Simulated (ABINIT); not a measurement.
# K2Pt (Fm-3m): G0W0 in ABINIT against the bands in the screening

Wanted: the cheapest bands in the screening that holds the gap of K2Pt (Fm-3m).

Program: ABINIT 10.8.3. Level of theory: LDA and many-body steps on it, plane waves. Results are calculated unless marked as measured.

### 1. Set-up

The structure is cubic, space group Fm-3m (No. 225). Conventional cell: a = 7.563 Å, b = 7.563 Å, c = 7.563 Å, α = 90.00°, β = 90.00°, γ = 90.00°. Nearest to K lie 4 Pt at 3.27 Å. Pt has 8 K at 3.27 Å nearest. Farther neighbours are not listed.

The cell and positions are those that the Materials Project relaxed with its own functionals (PBE, PBE+U or r2SCAN), kept fixed. Spin-orbit coupling is left out unless a step names it.

### 2. Screening, 2×2×2 mesh, 26 bands, screening to 106.1 eV

This step: ABINIT 10.8.3; RPA screening on LDA, plane waves, norm-conserving pseudopotentials.

The RPA dielectric matrix is built and inverted for each q.

run.abi reads:

```
acell 3*1.0 Angstrom
rprim 
  -0.000000000000 3.781463140000 3.781463140000
  3.781463140000 -0.000000000000 3.781463140000
  3.781463140000 3.781463140000 -0.000000000000
ntypat 2
znucl 19 78
natom 3
typat 1 1 2
xred 
  0.750000000000 0.750000000000 0.750000000000
  0.250000000000 0.250000000000 0.250000000000
  0.000000000000 0.000000000000 0.000000000000
pp_dirpath "pseudos"
pseudos "K.upf, Pt.upf"
ecut 34
ngkpt 2 2 2
nshiftk 1
shiftk 0 0 0
kptopt 1
chksymbreak 0
istwfk *1
occopt 1
irdwfk 1
optdriver 3
nband 26
ecuteps 3.9
inclvkb 2
awtr 1
symchi 1
indata_prefix "in"
outdata_prefix "out"
tmpdata_prefix "tmp"
```

On the command line:

```bash
> OMP_NUM_THREADS=1 mpirun -n 4 abinit run.abi > log
```

What it wrote:

```text
.Version 10.8.3 of ABINIT. v10.8.2 released Aug 2026.

 Symmetries : space group Fm -3 m (#225); Bravais cF (face-center cubic)
[... echo of the input left out ...]
== DATASET  1 ==================================================================
-   mpi_nproc: 4, omp_nthreads: 1 (-1 if OMP is not activated)

--- !DatasetInfo
iteration_state: {dtset: 1, }
dimensions: {natom: 3, nkpt: 3, mband: 26, nsppol: 1, nspinor: 1, nspden: 1, mpw: 6934, }
cutoff_energies: {ecut:  34.0, pawecutdg:  -1.0, }
electrons: {nelect:   3.60000000E+01, charge:   0.00000000E+00, occopt:   1.00000000E+00, tsmear:   1.00000000E-02, }

 SCREENING: Calculation of the susceptibility and dielectric matrices

 Based on a program developped by R.W. Godby, V. Olevano, G. Onida, and L. Reining.
 Incorporated in ABINIT by V. Olevano, G.-M. Rignanese, and M. Torrent.
.Using double precision arithmetic ; gwpc =  8

[... cell and pseudopotentials left out ...]
--------------------------------------------------------------------------------

 ==== K-mesh for the wavefunctions ====
 Number of points in the irreducible wedge :     3
[... list of points left out ...]
 Together with 48 symmetry operations and time-reversal symmetry
 yields     8 points in the full Brillouin Zone.

 ==== Q-mesh for the screening function ====
 Number of points in the irreducible wedge :     3
[... list of points left out ...]
 Together with 48 symmetry operations and time-reversal symmetry
 yields     8 points in the full Brillouin Zone.

 setmesh: FFT mesh size selected  =    36x   36x   36
          total number of points  =        46656

 vcoul_init : cutoff-mode = AUXILIARY_FUNCTION
 q-points for optical limit:   1
     1)      0.000010    0.000020    0.000030

- screening: taking advantage of time-reversal symmetry
- Maximum band index for partially occupied states nbvw = 18
- Remaining bands to be divided among processors   nbcw = 8
- Number of bands treated by each node ~2

 Number of electrons calculated from density =   36.0000; Expected =   36.0000
 average of density, n =  0.049328
 r_s =    1.6915
 omega_plasma =   21.4242 [eV]

 calculating chi0 at frequencies [eV] :
  1    0.000000E+00    0.000000E+00
  2    0.000000E+00    2.142416E+01

--------------------------------------------------------------------------------
  q-point number  1        q = ( 0.000000, 0.000000, 0.000000) [r.l.u.]
--------------------------------------------------------------------------------
[... chi0 elements left out ...]
 For q-point:  0.000010 0.000020 0.000030
  dielectric constant =   8.3146
  dielectric constant without local fields =  12.9394

  Average fulfillment of the sum rule on Im[epsilon] for q-point    1 :      8.63  [%]
[... wings left out ...]
  q-point number  2        q = ( 0.500000, 0.000000, 0.000000) [r.l.u.]
--------------------------------------------------------------------------------
[... chi0 elements left out ...]
  Average fulfillment of the sum rule on Im[epsilon] for q-point    2 :     14.28  [%]

 [... 1 further q-points ...]
```

Elapsed: 4 s, on 4 MPI ranks of Arm Neoverse V1, shared host; peak memory 0.62 GiB; 16 s of CPU time.

This step gave:

```
ε∞ with local fields, on this mesh, along the program's q direction : 8.315
the same without local fields                                       : 12.94
plasma frequency                                                    : 21.42 eV
plane waves in the screening matrix                                 : 283
```

Local fields lower ε∞ by 36 %. On a Γ-centred mesh this coarse the value itself is usually too large, while a short band sum pulls it down.

### 3. 26 bands

This step: G0W0 on LDA, plane waves, norm-conserving pseudopotentials.

Changes to run.abi since step 2:

```diff
@@ -24,8 +24,19 @@
 irdwfk 1
-optdriver 3
-nband 26
+optdriver 4
+nband 62
+gwcalctyp 0
+ecutsigx 34
+symsigma 1
+nkptgw 3
+kptgw 
+  0.5000000000 0.5000000000 0.0000000000
+  0.5000000000 0.0000000000 0.0000000000
+  0.0000000000 0.0000000000 0.0000000000
+bdgw 
+  16 20
+  17 21
+  16 21
 ecuteps 3.9
-inclvkb 2
-awtr 1
-symchi 1
+irdscr 1
+ppmodel 1
 indata_prefix "in"
```

What it wrote:

```text
.Version 10.8.3 of ABINIT. v10.8.2 released Aug 2026.

 Symmetries : space group Fm -3 m (#225); Bravais cF (face-center cubic)
[... echo of the input left out ...]
== DATASET  1 ==================================================================
-   mpi_nproc: 4, omp_nthreads: 1 (-1 if OMP is not activated)

--- !DatasetInfo
iteration_state: {dtset: 1, }
dimensions: {natom: 3, nkpt: 3, mband: 62, nsppol: 1, nspinor: 1, nspden: 1, mpw: 6934, }
cutoff_energies: {ecut:  34.0, pawecutdg:  -1.0, }
electrons: {nelect:   3.60000000E+01, charge:   0.00000000E+00, occopt:   1.00000000E+00, tsmear:   1.00000000E-02, }

 SIGMA: Calculation of the GW corrections

 Based on a program developped by R.W. Godby, V. Olevano, G. Onida, and L. Reining.
 Incorporated in ABINIT by V. Olevano, G.-M. Rignanese, and M. Torrent.
.Using double precision arithmetic ; gwpc =  8

[... cell and pseudopotentials left out ...]
--------------------------------------------------------------------------------

 ==== K-mesh for the wavefunctions ====
 Number of points in the irreducible wedge :     3
[... list of points left out ...]
 Together with 48 symmetry operations and time-reversal symmetry
 yields     8 points in the full Brillouin Zone.

 ==== Q-mesh for screening function ====
 Number of points in the irreducible wedge :     3
[... list of points left out ...]
 Together with 48 symmetry operations and time-reversal symmetry
 yields     8 points in the full Brillouin Zone.

 vcoul_init : cutoff-mode = AUXILIARY_FUNCTION
 q-points for optical limit:   1
     1)      0.000010    0.000020    0.000030
 setmesh: FFT mesh size selected  =    54x   54x   54
          total number of points  =       157464

 Number of electrons calculated from density =   36.0000; Expected =   36.0000
 average of density, n =  0.049328
 r_s =    1.6915
 omega_plasma =   21.4242 [eV]

 === KS Band Gaps ===
  >>>> For spin  1
   Minimum direct gap =   1.3811 [eV], located at k-point      :   0.5000  0.0000  0.0000
   Fundamental gap    =   1.3064 [eV], Top of valence bands at :   0.5000  0.5000  0.0000
                                       Bottom of conduction at :   0.5000  0.0000  0.0000
 SIGMA fundamental parameters:
 PLASMON POLE MODEL  1
 number of plane-waves for SigmaX                 6855
 number of plane-waves for SigmaC and W            283
 number of plane-waves for wavefunctions          6855
 number of bands                                    62
 number of independent spin polarizations            1
 number of spinorial components                      1
 number of k-points in IBZ                           3
 number of q-points in IBZ                           3
 number of symmetry operations                      48
 number of k-points in BZ                            8
 number of q-points in BZ                            8
 number of frequencies for dSigma/dE                 9
 frequency step for dSigma/dE [eV]                0.25
 number of omega for Sigma on real axis              0
 max omega for Sigma on real axis  [eV]           0.00
 zcut for avoiding poles [eV]                     0.10

 EPSILON^-1 parameters (SCR file):
 dimension of the eps^-1 matrix on file            283
 dimension of the eps^-1 matrix used               283
 number of plane-waves for wavefunctions          6855
 number of bands                                    26
 number of q-points in IBZ                           3
 number of frequencies                               2
 number of real frequencies                          1
 number of imag frequencies                          1

 matrix elements of self-energy operator (all in [eV])

 Perturbative Calculation

--- !SelfEnergy_ee
iteration_state: {dtset: 1, }
kpoint     : [   0.500,    0.500,    0.000, ]
spin       : 1
KS_gap     :    1.502
QP_gap     :    3.010
Delta_QP_KS:    1.508
data: !SigmaeeData |
     Band     E0 <VxcDFT>   SigX SigC(E0)      Z dSigC/dE  Sig(E)    E-E0       E
       16   2.697 -19.342 -23.387   4.050   0.725  -0.379 -19.338   0.004   2.701
       17   2.697 -19.342 -23.387   4.050   0.725  -0.379 -19.338   0.004   2.701
       18   2.758 -19.303 -23.176   3.924   0.718  -0.393 -19.266   0.036   2.794
       19   4.260  -8.061  -4.062  -2.045   0.790  -0.266  -6.517   1.544   5.804
       20   6.492  -9.041  -5.286  -2.520   0.783  -0.277  -8.074   0.968   7.460

--- !SelfEnergy_ee
iteration_state: {dtset: 1, }
kpoint     : [   0.500,    0.000,    0.000, ]
spin       : 1
KS_gap     :    1.381
QP_gap     :    2.623
Delta_QP_KS:    1.242
data: !SigmaeeData |
     Band     E0 <VxcDFT>   SigX SigC(E0)      Z dSigC/dE  Sig(E)    E-E0       E
       17   2.683 -19.246 -23.255   4.016   0.727  -0.375 -19.241   0.005   2.688
[...]
--- !SelfEnergy_ee
iteration_state: {dtset: 1, }
kpoint     : [   0.000,    0.000,    0.000, ]
spin       : 1
KS_gap     :    3.540
QP_gap     :    5.405
Delta_QP_KS:    1.865
data: !SigmaeeData |
     Band     E0 <VxcDFT>   SigX SigC(E0)      Z dSigC/dE  Sig(E)    E-E0       E
[...]
19   6.232  -8.986  -4.453  -2.216   0.798  -0.254  -7.137   1.849   8.081
       20   6.232  -8.986  -4.453  -2.216   0.798  -0.254  -7.137   1.849   8.081
       21   6.232  -8.986  -4.453  -2.216   0.798  -0.254  -7.137   1.849   8.081

 New Fermi energy :        1.489372E-01 Ha ,    4.052789E+00 eV

 === QP Band Gaps ===
  >>>> For spin  1
   Minimum direct gap =   2.6235 [eV], located at k-point      :   0.5000  0.0000  0.0000
   Fundamental gap    =   2.5175 [eV], Top of valence bands at :   0.5000  0.5000  0.0000
                                       Bottom of conduction at :   0.5000  0.0000  0.0000

== END DATASET(S) ==============================================================
================================================================================

 -outvars: echo values of variables after computation  --------
           etotal      0.0000000000E+00
            nband          62
             nkpt           3
          spgroup         225
 [... the other variables as echoed above ...]

 Calculation completed.
```

The job ended after 8 s (4 MPI ranks; peak memory 0.87 GiB).

This step gave:

```yaml
g0w0_gap_on_the_points_computed: 2.518 eV
starting_gap_on_the_mesh: 1.306 eV
k_of_the_valence_top: 0.5, 0.5, 0
k_of_the_conduction_bottom: 0.5, 0, 0
z_at_the_valence_top: 0.718
z_at_the_conduction_bottom: 0.807
least_direct_g0w0_gap_on_the_computed_points: 2.624 eV
```

### 4. Screening, 2×2×2 mesh, 28 bands, screening to 106.1 eV

This step: RPA screening on LDA, plane waves, norm-conserving pseudopotentials.

Changes to run.abi since step 3:

```diff
@@ -24,19 +24,8 @@
 irdwfk 1
-optdriver 4
-nband 62
-gwcalctyp 0
-ecutsigx 34
-symsigma 1
-nkptgw 3
-kptgw 
-  0.5000000000 0.5000000000 0.0000000000
-  0.5000000000 0.0000000000 0.0000000000
-  0.0000000000 0.0000000000 0.0000000000
-bdgw 
-  16 20
-  17 21
-  16 21
+optdriver 3
+nband 28
 ecuteps 3.9
-irdscr 1
-ppmodel 1
+inclvkb 2
+awtr 1
+symchi 1
 indata_prefix "in"
```

What it wrote:

```text
.Version 10.8.3 of ABINIT. v10.8.2 released Aug 2026.

 Symmetries : space group Fm -3 m (#225); Bravais cF (face-center cubic)
[... echo of the input left out ...]
== DATASET  1 ==================================================================
-   mpi_nproc: 4, omp_nthreads: 1 (-1 if OMP is not activated)

--- !DatasetInfo
iteration_state: {dtset: 1, }
dimensions: {natom: 3, nkpt: 3, mband: 28, nsppol: 1, nspinor: 1, nspden: 1, mpw: 6934, }
cutoff_energies: {ecut:  34.0, pawecutdg:  -1.0, }
electrons: {nelect:   3.60000000E+01, charge:   0.00000000E+00, occopt:   1.00000000E+00, tsmear:   1.00000000E-02, }

 SCREENING: Calculation of the susceptibility and dielectric matrices

 Based on a program developped by R.W. Godby, V. Olevano, G. Onida, and L. Reining.
 Incorporated in ABINIT by V. Olevano, G.-M. Rignanese, and M. Torrent.
.Using double precision arithmetic ; gwpc =  8

[... cell and pseudopotentials left out ...]
--------------------------------------------------------------------------------

 ==== K-mesh for the wavefunctions ====
 Number of points in the irreducible wedge :     3
[... list of points left out ...]
 Together with 48 symmetry operations and time-reversal symmetry
 yields     8 points in the full Brillouin Zone.

 ==== Q-mesh for the screening function ====
 Number of points in the irreducible wedge :     3
[... list of points left out ...]
 Together with 48 symmetry operations and time-reversal symmetry
 yields     8 points in the full Brillouin Zone.

 setmesh: FFT mesh size selected  =    36x   36x   36
          total number of points  =        46656

 vcoul_init : cutoff-mode = AUXILIARY_FUNCTION
 q-points for optical limit:   1
     1)      0.000010    0.000020    0.000030

- screening: taking advantage of time-reversal symmetry
- Maximum band index for partially occupied states nbvw = 18
- Remaining bands to be divided among processors   nbcw = 10
- Number of bands treated by each node ~2

 Number of electrons calculated from density =   36.0000; Expected =   36.0000
 average of density, n =  0.049328
 r_s =    1.6915
 omega_plasma =   21.4242 [eV]

 calculating chi0 at frequencies [eV] :
  1    0.000000E+00    0.000000E+00
  2    0.000000E+00    2.142416E+01

--------------------------------------------------------------------------------
  q-point number  1        q = ( 0.000000, 0.000000, 0.000000) [r.l.u.]
--------------------------------------------------------------------------------
[... chi0 elements left out ...]
 For q-point:  0.000010 0.000020 0.000030
  dielectric constant =   8.3983
  dielectric constant without local fields =  13.0415

  Average fulfillment of the sum rule on Im[epsilon] for q-point    1 :     11.30  [%]
[... wings left out ...]
  q-point number  2        q = ( 0.500000, 0.000000, 0.000000) [r.l.u.]
--------------------------------------------------------------------------------
[... chi0 elements left out ...]
  Average fulfillment of the sum rule on Im[epsilon] for q-point    2 :     18.14  [%]

 [... 1 further q-points ...]
```

It took 4.3 s on 4 MPI ranks; peak memory 0.62 GiB; 17 s of CPU time.

This step gave:

```yaml
eps_infinity_with_local_fields_on_this_mesh_along_the_program_s_q_direction: 8.398
the_same_without_local_fields: 13.04
plasma_frequency: 21.42 eV
plane_waves_in_the_screening_matrix: 283
```

### 5. 28 bands

The self-energy is evaluated for the states that the input lists, and the levels follow from it, in one-shot runs by the linearised quasiparticle equation.

This step: G0W0 on LDA, plane waves, norm-conserving pseudopotentials.

Changes to run.abi since step 4:

```diff
@@ -24,8 +24,19 @@
 irdwfk 1
-optdriver 3
-nband 28
+optdriver 4
+nband 62
+gwcalctyp 0
+ecutsigx 34
+symsigma 1
+nkptgw 3
+kptgw 
+  0.5000000000 0.5000000000 0.0000000000
+  0.5000000000 0.0000000000 0.0000000000
+  0.0000000000 0.0000000000 0.0000000000
+bdgw 
+  16 20
+  17 21
+  16 21
 ecuteps 3.9
-inclvkb 2
-awtr 1
-symchi 1
+irdscr 1
+ppmodel 1
 indata_prefix "in"
```

What it wrote:

```text
.Version 10.8.3 of ABINIT. v10.8.2 released Aug 2026.

 Symmetries : space group Fm -3 m (#225); Bravais cF (face-center cubic)
[... echo of the input left out ...]
== DATASET  1 ==================================================================
-   mpi_nproc: 4, omp_nthreads: 1 (-1 if OMP is not activated)

--- !DatasetInfo
iteration_state: {dtset: 1, }
dimensions: {natom: 3, nkpt: 3, mband: 62, nsppol: 1, nspinor: 1, nspden: 1, mpw: 6934, }
cutoff_energies: {ecut:  34.0, pawecutdg:  -1.0, }
electrons: {nelect:   3.60000000E+01, charge:   0.00000000E+00, occopt:   1.00000000E+00, tsmear:   1.00000000E-02, }

 SIGMA: Calculation of the GW corrections

 Based on a program developped by R.W. Godby, V. Olevano, G. Onida, and L. Reining.
 Incorporated in ABINIT by V. Olevano, G.-M. Rignanese, and M. Torrent.
.Using double precision arithmetic ; gwpc =  8

[... cell and pseudopotentials left out ...]
--------------------------------------------------------------------------------

 ==== K-mesh for the wavefunctions ====
 Number of points in the irreducible wedge :     3
[... list of points left out ...]
 Together with 48 symmetry operations and time-reversal symmetry
 yields     8 points in the full Brillouin Zone.

 ==== Q-mesh for screening function ====
 Number of points in the irreducible wedge :     3
[... list of points left out ...]
 Together with 48 symmetry operations and time-reversal symmetry
 yields     8 points in the full Brillouin Zone.

 vcoul_init : cutoff-mode = AUXILIARY_FUNCTION
 q-points for optical limit:   1
     1)      0.000010    0.000020    0.000030
 setmesh: FFT mesh size selected  =    54x   54x   54
          total number of points  =       157464

 Number of electrons calculated from density =   36.0000; Expected =   36.0000
[...]
Perturbative Calculation

--- !SelfEnergy_ee
iteration_state: {dtset: 1, }
kpoint     : [   0.500,    0.500,    0.000, ]
spin       : 1
KS_gap     :    1.502
QP_gap     :    2.910
Delta_QP_KS:    1.408
data: !SigmaeeData |
     Band     E0 <VxcDFT>   SigX SigC(E0)      Z dSigC/dE  Sig(E)    E-E0       E
       16   2.697 -19.342 -23.387   4.132   0.701  -0.426 -19.281   0.061   2.758
       17   2.697 -19.342 -23.387   4.132   0.701  -0.426 -19.281   0.061   2.758
       18   2.758 -19.303 -23.176   3.993   0.702  -0.425 -19.219   0.084   2.842
[...]
--- !SelfEnergy_ee
iteration_state: {dtset: 1, }
kpoint     : [   0.500,    0.000,    0.000, ]
spin       : 1
KS_gap     :    1.381
QP_gap     :    2.481
Delta_QP_KS:    1.100
data: !SigmaeeData |
     Band     E0 <VxcDFT>   SigX SigC(E0)      Z dSigC/dE  Sig(E)    E-E0       E
[...]
--- !SelfEnergy_ee
iteration_state: {dtset: 1, }
kpoint     : [   0.000,    0.000,    0.000, ]
spin       : 1
KS_gap     :    3.540
QP_gap     :    5.325
Delta_QP_KS:    1.785
data: !SigmaeeData |
     Band     E0 <VxcDFT>   SigX SigC(E0)      Z dSigC/dE  Sig(E)    E-E0       E
[...]
20   6.232  -8.986  -4.453  -2.252   0.799  -0.251  -7.162   1.824   8.056
       21   6.232  -8.986  -4.453  -2.252   0.799  -0.251  -7.162   1.824   8.056

 New Fermi energy :        1.482098E-01 Ha ,    4.032994E+00 eV

 === QP Band Gaps ===
  >>>> For spin  1
   Minimum direct gap =   2.4808 [eV], located at k-point      :   0.5000  0.0000  0.0000
   Fundamental gap    =   2.3830 [eV], Top of valence bands at :   0.5000  0.5000  0.0000
                                       Bottom of conduction at :   0.5000  0.0000  0.0000

== END DATASET(S) ==============================================================
================================================================================

 -outvars: echo values of variables after computation  --------
           etotal      0.0000000000E+00
            nband          62
             nkpt           3
          spgroup         225
 [... the other variables as echoed above ...]

 Calculation completed.
```

Run time: 8 s. Hardware: 4 MPI ranks; peak memory 0.87 GiB.

Numbers from this step:

| Item | Value |
| --- | --- |
| G0W0 gap on the points computed | 2.382 eV |
| starting gap on the mesh | 1.306 eV |
| k of the valence top | 0.5, 0.5, 0 |
| k of the conduction bottom | 0.5, 0, 0 |
| Z at the valence top | 0.702 |
| Z at the conduction bottom | 0.795 |
| least direct G0W0 gap on the computed points | 2.48 eV |

The gap on the mesh goes from 1.31 eV to 2.38 eV, a correction of +1.08 eV.

[end of part 1 of 2]

[Paths, hosts, dates, memory and timing lines, banners, echoed tables and standing remarks are left out of the program output.]

[Logs are printed without paths, hosts, clocks, repeated set-up lines and the standing remarks that a program may print on its own settings, such as how far it seeks lower states.]

[Runs of the session that timed out or met a known fault of the program may be left out.]

[Hosts, paths, dates, database ids (printed as entryN), source tags and the programs' standing remarks are cut or masked in the printed files.]

[G0W0 gaps are taken among the corrected bands and points alone; a level outside them can change the order at an edge.]

[Where Ansatz stands beside ABINIT at settings called matched, ABINIT's density can come from a denser mesh and the files from another edition; pairs whose starting gaps differed by over 0.03 eV were left out, so agreement reads better than it is.]
